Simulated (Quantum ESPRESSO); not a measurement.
## SrO (Fm-3m): Raman and infrared activity

Which lines does SrO (Fm-3m) show in Raman and infrared spectra?

Method: DFT LDA, scalar-relativistic, plane waves, PseudoDojo norm-conserving pseudopotentials, in Quantum ESPRESSO 8.0 development, patched.

Report form: the programs' logs are mostly left out.

The database entry behind the starting cell differs from later determinations by our own check (about 0.5 % short), so it need not match the best structure at ambient conditions.

## 1. The starting structure

It takes space group Fm-3m (No. 225, cubic). Conventional cell: a = 5.133 Å, b = 5.133 Å, c = 5.133 Å, α = 90.00°, β = 90.00°, γ = 90.00°. Sr has 6 O at 2.57 Å nearest. O has 6 Sr at 2.57 Å nearest. Farther neighbours and most contacts between anions are not listed.

## 2. A probe with smearing

A cheap run with smearing and empty bands tells whether the crystal has a gap, which decides between fixed occupations and smearing later on.

Input file probe.in:

```
&CONTROL
  calculation = 'scf'
  prefix      = 'x'
  outdir      = './tmp'
  pseudo_dir  = './pseudo'
  tprnfor     = .true.
  tstress     = .true.
  verbosity   = 'high'
/
&SYSTEM
  ibrav       = 0
  nat         = 2
  ntyp        = 2
  ecutwfc     = 84.0
  occupations = 'smearing'
  smearing    = 'gaussian'
  degauss     = 0.01
/
&ELECTRONS
  conv_thr         = 1.0d-07
  mixing_beta      = 0.7
  electron_maxstep = 100
/
ATOMIC_SPECIES
 Sr     87.6200  Sr.upf
 O      15.9990  O.upf
CELL_PARAMETERS angstrom
    -2.566300000    0.000000000    2.566300000
     0.000000000    2.566300000    2.566300000
    -2.566300000    2.566300000    0.000000000
ATOMIC_POSITIONS crystal
 Sr     0.500000000   0.500000000   0.500000000
 O      0.000000000   0.000000000   0.000000000
K_POINTS automatic
 6 6 6 0 0 0
```

The run is started by

```
$ OMP_NUM_THREADS=1 mpirun -n 4 pw.x -nk 4 -in probe.in > probe.out
```

The job ended after 2.9 s (4 MPI ranks of Intel Xeon 6975P-C (Granite Rapids), shared host; 10 s of CPU time).

Numbers from this step:

- volume per atom: 16.90 Å³
- pressure: -4.04 GPa
- gap on the k-mesh: 3.163 eV

A gap of 3.2 eV opens on this mesh, so the crystal is taken as an insulator; the start stands at -4.0 GPa.

## 3. Relaxation

The relaxation runs at a cutoff a fifth above that of the response, since stress converges more slowly with the basis than frequencies do. Forces and stress are brought to rest with tight thresholds.

Input file relax.in:

```
&CONTROL
  calculation   = 'vc-relax'
  prefix        = 'x'
  outdir        = './tmp'
  pseudo_dir    = './pseudo'
  tprnfor       = .true.
  tstress       = .true.
  forc_conv_thr = 2.0d-05
  etot_conv_thr = 1.0d-07
  nstep         = 40
/
&SYSTEM
  ibrav       = 0
  nat         = 2
  ntyp        = 2
  ecutwfc     = 101
  occupations = 'fixed'
  nbnd        = 10
/
&ELECTRONS
  conv_thr         = 1.0d-11
  mixing_beta      = 0.7
  electron_maxstep = 100
/
&IONS
/
&CELL
  press_conv_thr = 0.2
/
ATOMIC_SPECIES
 Sr     87.6200  Sr.upf
 O      15.9990  O.upf
CELL_PARAMETERS angstrom
    -2.566300000    0.000000000    2.566300000
     0.000000000    2.566300000    2.566300000
    -2.566300000    2.566300000    0.000000000
ATOMIC_POSITIONS crystal
 Sr     0.500000000   0.500000000   0.500000000
 O      0.000000000   0.000000000   0.000000000
K_POINTS automatic
 8 8 8 0 0 0
```

The run is started by

```
$ OMP_NUM_THREADS=1 mpirun -n 4 pw.x -nk 4 -in relax.in > relax.out
```

Run time: 22 s. Hardware: 4 MPI ranks.

Relaxation path:

| step | energy less that of the first step (eV) | largest force (eV/Å) | pressure (GPa) | volume (Å³) |
| --- | --- | --- | --- | --- |
| 1 | 0.0000 | 0.0000 | -4.01 | 33.80 |
| 2 | -0.0133 | 0.0000 | -2.16 | 33.12 |
| 3 | -0.0181 | 0.0000 | 0.18 | 32.35 |
| 4 | -0.0182 | 0.0000 | -0.01 | 32.41 |
| 5 | -0.0182 | 0.0000 | 0.00 | 32.41 |
| 6 | -0.0181 | 0.0000 | 0.00 | 32.41 |

| conventional cell, symmetrised | before | after | change |
| --- | --- | --- | --- |
| a (Å) | 5.133 | 5.061 | -1.4 % |
| b (Å) | 5.133 | 5.061 | -1.4 % |
| c (Å) | 5.133 | 5.061 | -1.4 % |
| volume (Å³/atom) | 16.90 | 16.20 | -4.1 % |

The relaxed structure:

```xyz
2
Lattice="-2.5305 0.0000 2.5305 0.0000 2.5305 2.5305 -2.5305 2.5305 0.0000" Properties=species:S:1:pos:R:3 pbc="T T T"
Sr   -2.5305    2.5305    2.5305
O     0.0000    0.0000    0.0000
```

The last row of the table of steps is pw.x's closing run on a basis chosen anew for the final cell, so its energy can jump.

Read from the output:

* volume per atom: 16.20 Å³
* pressure: -0.002 GPa
* gap on the k-mesh: 3.131 eV

The volume changes by -4.1 % from the cell with which this run began.

## 4. Self-consistent run for the response

The response is built on this ground state, so it is converged far tighter than an energy would need. With a gap, occupations are fixed, which also allows the response to an electric field.

Input file scf.in:

```
&CONTROL
  calculation = 'scf'
  prefix      = 'x'
  outdir      = './tmp'
  pseudo_dir  = './pseudo'
  tprnfor     = .true.
  tstress     = .true.
/
&SYSTEM
  ibrav       = 0
  nat         = 2
  ntyp        = 2
  ecutwfc     = 84.0
  occupations = 'fixed'
  nbnd        = 10
/
&ELECTRONS
  conv_thr         = 1.0d-12
  mixing_beta      = 0.7
  electron_maxstep = 100
/
ATOMIC_SPECIES
 Sr     87.6200  Sr.upf
 O      15.9990  O.upf
CELL_PARAMETERS angstrom
    -2.530513267    0.000000000    2.530513267
     0.000000000    2.530513267    2.530513267
    -2.530513267    2.530513267    0.000000000
ATOMIC_POSITIONS crystal
 Sr     0.500000000   0.500000000   0.500000000
 O      0.000000000   0.000000000   0.000000000
K_POINTS automatic
 8 8 8 0 0 0
```

The run is started by

```
$ OMP_NUM_THREADS=1 mpirun -n 4 pw.x -nk 4 -in scf.in > scf.out
```

Run time: 4.3 s. Hardware: 4 MPI ranks.

This step gave:

```
pressure : -0.02700 GPa
```

The cell stands at -0.027 GPa, close enough for phonons.

## 5. Linear response at Γ

At q = 0 one unit cell holds all displacements; symmetry groups them into irreducible representations that are solved one by one. The response to a field gives ε∞ and the Born charges, which polar modes need. Third-order response adds the Raman tensors.

Input file ph.in:

```
phonons
&INPUTPH
  prefix = 'x'
  outdir = './tmp'
  fildyn = 'g.dyn'
  tr2_ph = 1.0d-18
  epsil  = .true.
  lraman = .true.
  elop   = .true.
/
0.000000000000 0.000000000000 0.000000000000
```

The run is started by

```
$ OMP_NUM_THREADS=1 mpirun -n 4 ph.x -nk 4 -in ph.in > ph.out
```

Elapsed: 2.2 min, on 4 MPI ranks.

This step gave:

```
miss of the charge sum rule                                       : 3.30e-4 e
largest acoustic frequency at the zone centre before the sum rule : -0.8 cm⁻¹
highest optical zone-centre mode (no LO-TO term)                  : 216.7 cm⁻¹
lowest optical zone-centre mode                                   : 216.7 cm⁻¹
mean high-frequency dielectric constant                           : 3.863
largest Born charge in size (third of the trace)                  : 2.476 e
```

Born charge (rows field, columns displacement), before the sum rule (e), principal values of the symmetric part by kind of site:

| atom | atoms with these values | low | middle | high | mean |
| --- | --- | --- | --- | --- | --- |
| Sr1 | 1 | 2.48 | 2.48 | 2.48 | 2.48 |
| O2 | 1 | -2.48 | -2.48 | -2.48 | -2.48 |

In full for Sr1:

```
2.48 0.00 0.00
0.00 2.48 0.00
0.00 0.00 2.48
```

High-frequency dielectric tensor:

```
3.86 0.00 0.00
0.00 3.86 0.00
0.00 0.00 3.86
```

The acoustic modes at Γ come out as far as 0.8 cm⁻¹ from zero, where they should vanish, a small numerical error; the Born charges miss their sum rule by 3.3e-4 e, which is good.

## 6. Modes with the sum rule

A rigid shift of the crystal must cost nothing, but grids and finite bases break this; the acoustic sum rule is imposed before the matrix is diagonalised again. With Born charges the intensities follow, and the static dielectric tensor.

Input file dynmat.in:

```
&INPUT
  fildyn = 'g.dyn'
  asr    = 'simple'
  fileig = 'dynmat.eig'
  lperm  = .true.
/
```

The run is started by

```
$ dynmat.x -in dynmat.in > dynmat.out
```

Wall time 0.65 s (1 thread).

Read from the output:

```yaml
mean_static_dielectric_constant: 18.52
```

Unit eigenvectors of the mass-weighted matrix after the sum rule; no LO-TO term. The modes at Γ (shares of kinetic energy by element, %):

| mode | frequency (cm⁻¹) | symmetry | Sr % | O % |
| --- | --- | --- | --- | --- |
| 1 | 0.0 | acoustic | 85 | 15 |
| 2 | 0.0 | acoustic | 85 | 15 |
| 3 | 0.0 | acoustic | 85 | 15 |
| 4 | 216.7 | T1u | 15 | 85 |
| 5 | 216.7 | T1u | 15 | 85 |
| 6 | 216.7 | T1u | 15 | 85 |

Displacements in mode 5 (216.7 cm⁻¹), the largest set to 1:
```
Sr1  0.03 -0.18 -0.09
O2  -0.18  1.00  0.52
```

Degenerate modes summed, no LO-TO term. Lines of the infrared spectrum (strongest = 100):

| position (cm⁻¹) | lines merged | label | IR intensity, relative |
| --- | --- | --- | --- |
| 217 | 3 | T1u | 100 |

Static dielectric tensor (ions relaxed, fixed cell):

```
18.52  0.00  0.00
 0.00 18.52  0.00
 0.00  0.00 18.52
```

The rule moves no optical mode by more than 0.1 cm⁻¹.

## 7. Sum rules set otherwise (asr crystal)

The rule can be imposed in more than one way; the choices should agree where the raw error is small.

Input file dynmat.in:

```
&INPUT
  fildyn = 'g.dyn'
  asr    = 'crystal'
  fileig = 'dynmat.eig'
  lperm  = .true.
/
```

The run is started by

```
$ dynmat.x -in dynmat.in > dynmat.out
```

It took 0.62 s on 1 thread.

Zone-centre frequencies as printed; negative means imaginary. Modes:

| mode | frequency (cm⁻¹) |
| --- | --- |
| 1 | 0 |
| 2 | 0 |
| 3 | 0 |
| 4 | 216.7 |
| 5 | 216.7 |
| 6 | 216.7 |

Against the first rule no mode moves by more than 0.1 cm⁻¹.

## 8. Sum rules set otherwise: a sum rule for molecules or wires on a crystal

This rule also removes rotations, which suits wires and not a crystal; it is tried to see the harm.

Input file dynmat.in:

```
&INPUT
  fildyn = 'g.dyn'
  asr    = 'one-dim'
  fileig = 'dynmat.eig'
  lperm  = .true.
/
```

The run is started by

```
$ dynmat.x -in dynmat.in > dynmat.out
```

It took 0.61 s on 1 thread.

The run ended normally, but on settings that are not sound.

The fault: a sum rule for molecules or wires on a crystal; 1 optical mode is projected out to zero frequency, as if it were a rotation, and the static dielectric tensor is spoilt.

For a crystal the rule has to be 'simple' or 'crystal'.

Zone-centre frequencies as printed; negative means imaginary. Modes:

| mode | frequency (cm⁻¹) |
| --- | --- |
| 1 | 0 |
| 2 | 0 |
| 3 | 0 |
| 4 | 0 |
| 5 | 216.7 |
| 6 | 216.7 |

## 9. The LO-TO splitting (1 0 0)

A longitudinal polar mode sets up a macroscopic field that stiffens it; the term hangs on the direction from which q goes to zero.

Input file dynmat.in:

```
&INPUT
  fildyn = 'g.dyn'
  asr    = 'simple'
  fileig = 'dynmat.eig'
  q(1)   = 1.0
  q(2)   = 0.0
  q(3)   = 0.0
/
```

The run is started by

```
$ dynmat.x -in dynmat.in > dynmat.out
```

Run time: 0.62 s. Hardware: 1 thread.

This step gave:

```
highest mode moved by the LO-TO term : 474.4 cm⁻¹
```

Zone-centre frequencies as printed; negative means imaginary. Modes:

| mode | frequency (cm⁻¹) |
| --- | --- |
| 1 | 0 |
| 2 | 0 |
| 3 | 0 |
| 4 | 216.7 |
| 5 | 216.7 |
| 6 | 474.4 |

The field moves one mode, from 217 to 474 cm⁻¹; the others stay.

## 10. What came out

| Item | Value |
| --- | --- |
| space group after relaxation | Fm-3m |
| volume per atom | 16.2 Å³ |
| gap on the k-mesh | 3.13 eV |
| highest optical zone-centre mode (no LO-TO term) | 216.7 cm⁻¹ |
| highest mode moved by the LO-TO term | 474.4 cm⁻¹ |
| mean high-frequency dielectric constant | 3.86 |
| largest Born charge in size (third of the trace) | 2.48 e |
| mean static dielectric constant | 18.5 |
| imaginary optical modes at the zone centre (no q mesh in this session) | none |

No mode is Raman active in this structure; the strongest infrared line lies at 217 cm⁻¹. At the LDA level the optical modes of SrO (Fm-3m) at the zone centre (no LO-TO term) lie at 217 cm⁻¹. Along the directions run, the highest mode that the macroscopic field moves lies at 474 cm⁻¹. Lattice motion raises the mean dielectric constant from 3.863 to 18.52. The Born charge of O is -2.476 e against a formal charge of -2, somewhat above it. The Lyddane-Sachs-Teller relation holds: (ωLO/ωTO)² is 4.79 and ε₀/ε∞ is 4.79. These are harmonic frequencies at zero temperature: anharmonic shifts and linewidths and thermal expansion are left out. The build is a development version in which the Raman tensors of release 7.5 are mended; dynmat.x leaves out the electro-optic term of LO lines.

[Host names and launcher messages were left out of these logs when they were recorded.]

[Logs are printed without paths, hosts, clocks, repeated set-up lines and the standing remarks that a program may print on its own settings, such as how far it seeks lower states.]

[Hosts, paths, dates, database ids (printed as entryN), source tags and the programs' standing remarks are cut or masked in the printed files.]
